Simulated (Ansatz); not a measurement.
# Se on Al(100): change of the work function, part 4 of 4

How does Se on the hollow site change the work function of Al(100) as the layer fills?

Ansatz 0.2.0; plane-wave DFT, PBE, Ansatz PAW.

So far, work function, upper face (eV): step 2 (the clean slab) 4.29; step 3 (37 atoms, coverage 0.111 ML, cell 3x3) 4.38; step 4 (17 atoms, coverage 0.25 ML, cell 2x2) 4.48.

### Step 5. Adsorbate added, k-mesh 6×6×1, coverage 0.5 ML (continued)

The steps of the relaxation:

| step | energy less that of the first step (eV) | largest force component (eV/Å) |
| --- | --- | --- |
| 1 | 0.0000 | 2.4741 |
| 2 | -0.7995 | 0.3289 |
| 3 | -0.8167 | 0.0572 |
| 4 | -0.8170 | 0.0320 |
| 5 | -0.8178 | 0.0051 |

The run keeps the 16 symmetry operations that the program found, so distortions that break them were not tested.

The atoms that moved most (Å):

| atom | dx | dy | dz | length |
| --- | --- | --- | --- | --- |
| Se18 | 0.000 | 0.000 | 0.205 | 0.205 |
| Se17 | 0.000 | 0.000 | 0.205 | 0.205 |
| Al7 | 0.000 | 0.000 | 0.104 | 0.104 |
| Al11 | 0.000 | 0.000 | 0.104 | 0.104 |
| Al12 | 0.000 | 0.000 | -0.080 | 0.080 |
| Al16 | 0.000 | 0.000 | -0.080 | 0.080 |
| Al8 | 0.000 | 0.000 | -0.080 | 0.080 |
| Al4 | 0.000 | 0.000 | -0.080 | 0.080 |

The relaxed structure:

```xyz
18
Lattice="5.7276 0.0000 0.0000 0.0000 5.7276 0.0000 0.0000 0.0000 25.5216" Properties=species:S:1:pos:R:3
Al    1.4319    1.4319    9.0000
Al    0.0000    0.0000   11.0250
Al    1.4319    1.4319   12.9735
Al    0.0000    0.0000   15.0058
Al    1.4319    4.2957    9.0000
Al    0.0000    2.8638   11.0250
Al    1.4319    4.2957   13.1378
Al    0.0000    2.8638   15.0058
Al    4.2957    1.4319    9.0000
Al    2.8638    0.0000   11.0250
Al    4.2957    1.4319   13.1378
Al    2.8638    0.0000   15.0058
Al    4.2957    4.2957    9.0000
Al    2.8638    2.8638   11.0250
Al    4.2957    4.2957   12.9735
Al    2.8638    2.8638   15.0058
Se    1.4319    1.4319   16.7266
Se    4.2957    4.2957   16.7266
```

The relaxation took 5 steps and lowered the energy by 0.82 eV; the largest force on the free atoms ends at 0.0051 eV/Å.

The covered face has 4.51 eV, +0.22 eV against the clean one; the bare back face has moved by +0.05 eV, a measure of how thin the slab is.

### Step 6. Adsorbate added, k-mesh 12×12×1, coverage 1 ML

System of this step: Se/Al(100). The cell holds 5 atoms: 4 Al and 1 Se. Its edges and angles: a = 2.864 Å, b = 2.864 Å, c = 25.522 Å, α = 90.0°, β = 90.0°, γ = 90.0°. Vacuum lies along c.

Another coverage, to see how the dipoles act on each other as their distance changes.

File input.yaml:

```yaml
crystal:
  lattice:
    - [2.8637824638, 0.0, 0.0]
    - [0.0, 2.8637824638, 0.0]
    - [0.0, 0.0, 25.5215740695]
  atoms:
    - { symbol: Al, position: [0.5, 0.5, 0.3526428258] }
    - { symbol: Al, position: [0.0, 0.0, 0.4319874616] }
    - { symbol: Al, position: [0.5, 0.5, 0.510718198] }
    - { symbol: Al, position: [0.0, 0.0, 0.5911034374] }
    - { symbol: Se, position: [0.5, 0.5, 0.6473571742] }
kpoints:
  mp_grid: { grid: [12, 12, 1] }
hamiltonian:
  xc: pbe
scf:
  occupations: { method: fermi_dirac, width: 0.1 }
  convergence: { dr2_threshold: 1.0e-08 }
efield:
  axis: 3
  dipole_correction: true
  ramp_position: 0.97
  ramp_width: 0.06
relax:
  f_tol: 0.02
  max_steps: 60
  constraints: [{ sites: [0, 1] }]
output:
  write_potential: true
  write_density: true
  volumetric_format: npy
```

Started as:

```bash
> ansatz run input.yaml --threads 4 --pin off --max-ram 8192MiB --backend cpu --events-out ev --progress --plain --runs-dir out
```

Output:

```text
[...]
Crystal: 5 atoms, lattice volume = 209.309 Å³
Basis set: ecut = 420 eV, 4105 PW (Γ), exchange–correlation on 40×40×360 points (8 copies of the dense FFT grid, shifted against one another)
Bands: 19, of which v1, the nominal top of the filled ones, is band 14 counted from 1 (13 counted from 0)
Symmetry: 8 space group operations
[...]
F+E_penalty+E_count = -7618.45376485 eV   max|allowed force component| = 2.607e-3 eV/Å
  atoms:
    - { symbol: Al, position: [0.500000, 0.500000, 0.3526428258] }
    - { symbol: Al, position: [0.0, 0.0, 0.431987] }
    - { symbol: Al, position: [0.500000, 0.500000, 0.509240] }
    - { symbol: Al, position: [-8.876243e-18, 0, 0.585977] }
    - { symbol: Se, position: [0.500000, 0.500000, 0.659141] }
[key lines of the parts left out:]
SCF converged after 5 iterations
Free energy (F): -7618.453765 eV
Fermi energy:    1.141571 eV
Dipole field:    D = -0.006909 V/Å  (p = -0.007992 e·Å, saw-weighted, corrected)
Work function:   Φ+ = 4.3814 eV   Φ− = 4.2050 eV
```

Elapsed: 22 s, on 4 threads of Arm Neoverse N1, shared host; peak memory 0.49 GiB; 81 s of CPU time.

Step by step:

| step | energy less that of the first step (eV) | largest force component (eV/Å) |
| --- | --- | --- |
| 1 | 0.0000 | 1.7558 |
| 2 | -0.2165 | 1.0061 |
| 3 | -0.3179 | 0.0945 |
| 4 | -0.3205 | 0.0342 |
| 5 | -0.3206 | 0.0026 |

The run keeps the 8 symmetry operations that the program found, so distortions that break them were not tested.

The atoms that moved most (Å):

| atom | dx | dy | dz | length |
| --- | --- | --- | --- | --- |
| Se5 | 0.000 | 0.000 | 0.301 | 0.301 |
| Al4 | 0.000 | 0.000 | -0.131 | 0.131 |
| Al3 | 0.000 | 0.000 | -0.038 | 0.038 |

The relaxed structure:

```cif
data_structure
_symmetry_space_group_name_H-M 'P 1'
_symmetry_Int_Tables_number 1
_cell_length_a 2.8638
_cell_length_b 2.8638
_cell_length_c 25.5216
_cell_angle_alpha 90.000
_cell_angle_beta 90.000
_cell_angle_gamma 90.000
_cell_volume 209.31
loop_
_atom_site_label
_atom_site_type_symbol
_atom_site_fract_x
_atom_site_fract_y
_atom_site_fract_z
_atom_site_occupancy
Al1 Al 0.50000 0.50000 0.35264 1
Al2 Al 0.00000 0.00000 0.43199 1
Al3 Al 0.50000 0.50000 0.50924 1
Al4 Al 0.00000 0.00000 0.58598 1
Se5 Se 0.50000 0.50000 0.65914 1
```

The relaxation took 5 steps and lowered the energy by 0.32 eV; the largest force on the free atoms ends at 0.0026 eV/Å.

The covered face has 4.38 eV, +0.09 eV against the clean one; the bare back face has moved by -0.10 eV, a measure of how thin the slab is.

### Step 7. Work function against coverage

This step: plane-wave DFT, PBE, Ansatz PAW; work function against coverage (Ansatz 0.2.0).

The runs are now put side by side.

This step gave:

```
work function of the clean face     : 4.293 eV
largest change of the work function : 0.2159 eV
```

Table of work function of the covered face by coverage:

| coverage (adsorbates/nm²) | work function of the covered face (eV) |
| --- | --- |
| 0.00 | 4.29 |
| 1.35 | 4.38 |
| 3.05 | 4.48 |
| 6.10 | 4.51 |
| 12.19 | 4.38 |

The dipole per adsorbate comes from the change of the cell's dipole. Coverage, by row:

| coverage (1/nm²) | coverage (ML) | work function (eV) | change (eV) | dipole per adsorbate, positive end outwards (debye) | mean height of the added atoms over the highest substrate atom (Å) |
| --- | --- | --- | --- | --- | --- |
| 1.355 | 0.1111 | 4.377 | 0.08429 | -0.141 | 1.629 |
| 3.048 | 0.25 | 4.48 | 0.1867 | -0.118 | 1.64 |
| 6.097 | 0.5 | 4.509 | 0.2159 | -0.072 | 1.721 |
| 12.19 | 1 | 4.381 | 0.08851 | -0.04 | 1.867 |

### Step 8. Summary of results

```json
{
  "work function of the clean face": "4.29 eV",
  "work function at 0.11 ML": "4.38 eV",
  "work function at 0.25 ML": "4.48 eV",
  "work function at 0.5 ML": "4.51 eV",
  "work function at 1 ML": "4.38 eV",
  "dipole per adsorbate at 0.11 ML, positive end outwards": "-0.14 D"
}
```

**Reading.** At the lowest coverage Se changes the work function of Al(100) by under 0.15 eV, within the error of so thin a slab; the largest change, +0.22 eV, comes at higher coverage. At the highest coverage the adsorbates are pressed to about 2.9 Å, closer than unbonded atoms of this kind usually come, so a real layer may not reach it. The slab has 4 layers, at the tabulated experimental lattice constant, one starting site was run, and quantum-size effects of a slab this thin can reach one or two tenths of an eV.

[Long decimals in the printed logs are rounded to 6 places.]

[Logs are printed without paths, hosts, clocks, repeated set-up lines and the standing remarks that a program may print on its own settings, such as how far it seeks lower states.]

[Hosts, paths, dates, database ids (printed as entryN), source tags and the programs' standing remarks are cut or masked in the printed files.]

[Maps of the electrostatic potential energy from Ansatz leave out the sawtooth potential of an applied field or a dipole correction, so their vacuum need not be flat; planar profiles and work functions include it.]
